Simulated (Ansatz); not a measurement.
# KAuF3 (cubic perovskite) (Pm-3m): Hubbard U and Hund's J by constrained RPA, part 2 of 2

Aim: U, U′ and J for the Au d shell of KAuF3 (cubic perovskite) (Pm-3m).

Ansatz 0.2.0; non-magnetic LDA, then constrained RPA, plane waves, PAW.

So far. Step 3 (Constrained RPA: Au d, bands v5 to v1, 4×4×4 mesh …): On the Au d shell, screening brings the on-site interaction from 12.7 eV down to U = 4.66 eV.

The structure was built from a prototype and need not be the compound's stable phase.

## (4) Constrained RPA: Au d + anion p, bands v14 to v1, 4×4×4 mesh, medium accuracy

Level of this step: constrained RPA on LDA, plane waves, PAW (Ansatz).

Input file input.yaml:

```yaml
crystal:
  lattice:
    - [0.0, -4.32778339, 0.0]
    - [0.0, 0.0, 4.32778339]
    - [-4.32778339, 0.0, 0.0]
  atoms:
    - { symbol: K, position: [0.0, 0.0, 0.0] }
    - { symbol: Au, position: [0.5, 0.5, 0.5] }
    - { symbol: F, position: [0.5, 0.5, 0.0] }
    - { symbol: F, position: [0.5, 0.0, 0.5] }
    - { symbol: F, position: [0.0, 0.5, 0.5] }
kpoints:
  mp_grid: { grid: [8, 8, 8] }
hamiltonian:
  xc: lda
scf:
  occupations: { method: gaussian, width: 0.08 }
  n_extra_bands: 19
  max_iter: 150
  lower_state_search: "off"
output:
  crpa:
    kmesh: [4, 4, 4]
    target_bands: [v14, v1]
    projections: [{ species: Au, l: d, shell: 5 }, { species: F, l: p, shell: 2 }]
  local_orbitals:
    kmesh: [8, 8, 8]
    orbitals: [{ species: Au, l: d, shell: 5 }, { species: F, l: p, shell: 2 }]
    window: { bands: [v14, v1] }
    seedname: lo
```

Run with:

```bash
$ ansatz run input.yaml --threads 4 --pin off --max-ram 9216MiB --backend cpu --events-out ev --progress --plain --runs-dir out
```

Numbers of over 12 decimals in the logs are rounded to 6 here.

Log:

```text
[...]
Crystal: 5 atoms, lattice volume = 81.058 Å³
Basis set: ecut = 420 eV, 1575 PW (Γ)
Bands: 44, of which v1, the nominal top of the filled ones, is band 25 counted from 1 (24 counted from 0)
Symmetry: 48 space group operations
[...]
k-points: 35 of 512
[...]
SCF iter   1: F=—  HF=-16742.034424 eV  |F-HF|=—  |Δ(HF+E_count)|=         —  Δρ=1.94e-2  dr2=2.20e-1  ethr=1.77e-3  ⟨swp⟩=5.9  Hψ=7017  notcnv=0  defer=273
[...]
SCF iter   7: F=-16741.969244 eV  HF=-16741.969244 eV  |F-HF|=4.47e-10  |Δ(HF+E_count)|=   5.81e-8  Δρ=3.97e-6  dr2=4.45e-9  ethr=2.04e-10  ⟨swp⟩=11.3  Hψ=8287  notcnv=0
SCF 1 converged in 7 iterations: F = -16741.969244 eV  dr2 = 4.45e-9
[...]
cRPA screening: q 1/64
cRPA screening: q 2/64
cRPA screening: q 8/64 (q-point 3)
cRPA screening: q 11/64 (q-point 6)
cRPA screening: q 17/64 (q-point 7)
cRPA screening: q 29/64 (q-point 8)
cRPA screening: q 35/64 (q-point 11)
cRPA screening: q 38/64 (q-point 22)
cRPA screening: q 40/64 (q-point 23)
cRPA screening: q 46/64 (q-point 24)
cRPA screening: q 52/64 (q-point 27)
cRPA screening: q 58/64 (q-point 28)
cRPA screening: q 64/64 (q-point 43)
SCF converged after 7 iterations
Free energy (F): -16741.969244 eV
[...]
Internal energy: -16741.964387 eV  (E = F + TS)
E sigma→0 (E₀):  -16741.966815 eV
Entropy (-TS):   -0.004857 eV (-0.971 meV/atom)
Fermi energy:    6.678753 eV
[...]
--- Band table (eV; the first three rows and the last of 35) ---
  k-point 0: bands = [... 21 lower, 3.3903, 3.3903, 4.2191, 4.2191, 7.1735, 12.6527, 12.6527, 12.9357, ... 15 higher]
  k-point 1: bands = [... 21 lower, 3.6421, 3.6421, 4.2203, 4.6291, 7.4762, 12.6788, 12.7510, 13.0450, ... 15 higher]
  k-point 2: bands = [... 21 lower, 4.0729, 4.0729, 4.2230, 5.1915, 8.3481, 12.4449, 12.9969, 13.6119, ... 15 higher]
  k-point 34: bands = [... 21 lower, 5.0000, 5.0000, 7.6811, 7.6811, 12.3521, 12.3521, 12.3521, 13.0592, ... 15 higher]
[...]
χ-basis size per q: N_G = 257..304
[...]
Each shell's averages of U are screened by what lies outside the whole window alone: parameters of one model of all the shells.
[...]
screened: U = 6.7323 eV, U' = 5.7195 eV, J = 0.5058 eV
      screened, to within: U = 1.7e-2 eV, U' = 1.7e-2 eV, J = 7.0e-4 eV
      bare: V = 16.9365 eV, V' = 15.5723 eV, J = 0.6826 eV
    Site 2, 2P, 3 of 3 p orbitals (Wannier functions 6, 7, 8; wannier90's mr 1, 2, 3):
      screened: U = 8.4402 eV, U' = 6.7421 eV, J = 0.8304 eV
      screened, to within: U = 3.4e-2 eV, U' = 3.4e-2 eV, J = 1.3e-3 eV
      bare: V = 22.1458 eV, V' = 20.0089 eV, J = 1.0511 eV
    Site 3, 2P, 3 of 3 p orbitals (Wannier functions 9, 10, 11; wannier90's mr 1, 2, 3):
      screened: U = 8.4402 eV, U' = 6.7421 eV, J = 0.8304 eV
      screened, to within: U = 3.4e-2 eV, U' = 3.4e-2 eV, J = 1.3e-3 eV
      bare: V = 22.1458 eV, V' = 20.0089 eV, J = 1.0511 eV
    Site 4, 2P, 3 of 3 p orbitals (Wannier functions 12, 13, 14; wannier90's mr 1, 2, 3):
      screened: U = 8.4402 eV, U' = 6.7421 eV, J = 0.8304 eV
      screened, to within: U = 3.4e-2 eV, U' = 3.4e-2 eV, J = 1.3e-3 eV
      bare: V = 22.1458 eV, V' = 20.0089 eV, J = 1.0511 eV
[...]
```

Wall time 4 min (4 threads of Arm Neoverse V1, shared host); peak memory 0.77 GiB; 15 min of CPU time.

Numbers from this step:

| Item | Value |
| --- | --- |
| U | 6.732 eV |
| U prime (inter-orbital) | 5.719 eV |
| J | 0.5058 eV |
| bare V | 16.94 eV |
| bare J | 0.6826 eV |
| stated bound on U | 0.01637 eV |
| U over bare V | 0.3975 |
| electrons in the window | 27.00 |
| head of the constrained inverse dielectric matrix | 0.3458 |
| least eigenvalue of the projection's overlap | 0.6595 |
| target functions | 14 |
| bands in the sums | 50 |
| r.m.s. miss of the model bands | 1.23e-4 eV |
| width of the target bands | 9.133 eV |
| weight of the projected orbitals in the window | 0.9683 |

On the Au d shell, screening brings the on-site interaction from 16.9 eV down to U = 6.73 eV.

Kanamori averages over each shell's functions. Crpa shells, by row:

| site | element | shell | orbitals | U (eV) | U' (eV) | J (eV) | bare V (eV) | bare V' (eV) | bare J (eV) | bound on U (eV) |
| --- | --- | --- | --- | --- | --- | --- | --- | --- | --- | --- |
| 2 | Au | 5D | 5 | 6.732 | 5.719 | 0.5058 | 16.94 | 15.57 | 0.6826 | 0.01637 |
| 3 | F | 2P | 3 | 8.44 | 6.742 | 0.8304 | 22.15 | 20.01 | 1.051 | 0.03371 |
| 4 | F | 2P | 3 | 8.44 | 6.742 | 0.8304 | 22.15 | 20.01 | 1.051 | 0.03371 |
| 5 | F | 2P | 3 | 8.44 | 6.742 | 0.8304 | 22.15 | 20.01 | 1.051 | 0.03371 |

Projected local orbitals of the target window. Electronic bands along the path, in eV, zero at the Fermi level; # counts the bands kept:

| point | #11 | #12 | #13 | #14 |
| --- | --- | --- | --- | --- |
| Γ | -3.29 | -3.29 | -2.46 | -2.46 |
| halfway | -2.61 | -2.61 | -2.46 | -1.49 |
| X | -2.45 | -2.14 | -2.14 | -1.08 |
| halfway | -2.14 | -1.97 | -1.95 | 0.04 |
| M | -2.14 | -1.88 | -1.70 | 1.00 |
| halfway | -2.58 | -2.30 | -2.03 | -0.57 |
| Γ | -3.29 | -3.29 | -2.46 | -2.46 |
| halfway | -2.26 | -2.26 | -0.58 | -0.58 |
| R | -1.68 | -1.68 | 1.00 | 1.00 |
| halfway | -1.95 | -1.92 | -0.59 | 0.26 |
| X | -2.45 | -2.14 | -2.14 | -1.08 |
| jump to R | -1.68 | -1.68 | 1.00 | 1.00 |
| halfway | -1.93 | -1.69 | -0.23 | 1.00 |
| M | -2.14 | -1.88 | -1.70 | 1.00 |

The same for Kohn-Sham, solved directly:

```
point    #11    #12    #13    #14
    Γ  -3.29  -3.29  -2.46  -2.46
    X  -2.45  -2.14  -2.14  -1.08
    M  -2.14  -1.88  -1.70   1.00
    Γ  -3.29  -3.29  -2.46  -2.46
    R  -1.68  -1.68   1.00   1.00
    X  -2.45  -2.14  -2.14  -1.08
    R  -1.68  -1.68   1.00   1.00
    M  -2.14  -1.88  -1.70   1.00
```

Onsite levels, by row:

| orbital | level less Fermi level (eV) |
| --- | --- |
| Au2 dz2 | -2.559 |
| Au2 dxz | -3.201 |
| Au2 dyz | -3.201 |
| Au2 dx2-y2 | -2.559 |
| Au2 dxy | -3.201 |
| F3 pz | -4.43 |
| F3 px | -5.664 |
| F3 py | -4.43 |
| F4 pz | -5.664 |
| F4 px | -4.43 |
| F4 py | -4.43 |
| F5 pz | -4.43 |
| F5 px | -4.43 |
| F5 py | -5.664 |

Largest distinct elements between sites. Hoppings, by row:

```csv
from,to,cell,distance (Å),t (eV)
F4 pz,Au2 dz2,0 0 0,2.164,-1.636
Au2 dx2-y2,F5 py,0 0 0,2.164,-1.417
F3 px,Au2 dz2,0 0 0,2.164,-0.818
Au2 dxy,F5 px,0 0 0,2.164,-0.7397
F3 px,F4 pz,0 0 0,3.06,0.37
F4 pz,F5 pz,0 -1 0,3.06,0.1226
F4 py,F5 pz,1 0 0,3.06,-0.1093
F5 px,F5 px,1 0 0,4.328,-0.0722
Au2 dz2,F3 px,0 1 0,4.839,0.0582
F5 py,Au2 dx2-y2,-1 0 -1,4.839,-0.0542
F4 pz,F4 pz,-1 0 0,4.328,-0.0512
F5 px,F4 px,0 0 0,3.06,-0.0501
```

## (5) The windows together

Times are wall times on 4 threads of Arm Neoverse V1, shared host, good to a factor of about two.

```
        target   bands  functions  width (eV)  bare V (eV)  U (eV)  U′ (eV)  J (eV)   U/V   time
          Au d   v5–v1          5        4.29        12.66    4.66     3.98    0.31  0.37   86 s
Au d + anion p  v14–v1         14        9.13        16.94    6.73     5.72    0.51  0.40  4 min
```

## (6) Summary of results

| Quantity | Value |
| --- | --- |
| Au d | U 4.66 eV, U′ 3.98 eV, J 0.31 eV, bare V 12.7 eV |
| Au d + anion p | U 6.73 eV, U′ 5.72 eV, J 0.51 eV, bare V 16.9 eV |
| method | constrained RPA on non-magnetic LDA, 4×4×4 mesh, static; search for lower states off |

For Au d, screening cuts the on-site interaction from 12.66 eV to 4.66 eV (37 %), while J goes only from 0.43 eV to 0.31 eV: the monopole is screened far more than the multipoles. U − 2J differs from U′ by +0.05 eV, so the Kanamori relation holds well. U is 1.1 times the width of the target bands. With the window Au d + anion p U becomes 6.73 eV and the bare V 16.94 eV, so U/V goes from 0.37 to 0.40. The parent state is non-magnetic and the interaction static (zero frequency); U depends on the window and the orbitals, so it belongs to this model alone. The bands cross the Fermi level under this constraint, which need not be the crystal's state: magnetic order, correlation or a lattice distortion may open a gap. Spin-orbit coupling, which is strong for atoms this heavy, is left out. A window that holds the anion p bands defines a model with explicit ligands; its U belongs to that model and is not the U of DFT+U.

[Paths, hosts, dates, memory and timing lines, banners, echoed tables and standing remarks are left out of the program output.]

[Logs are printed without paths, hosts, clocks, repeated set-up lines and the standing remarks that a program may print on its own settings, such as how far it seeks lower states.]

[Runs of the session that timed out or met a known fault of the program may be left out.]

[Hosts, paths, dates, database ids (printed as entryN), source tags and the programs' standing remarks are cut or masked in the printed files.]
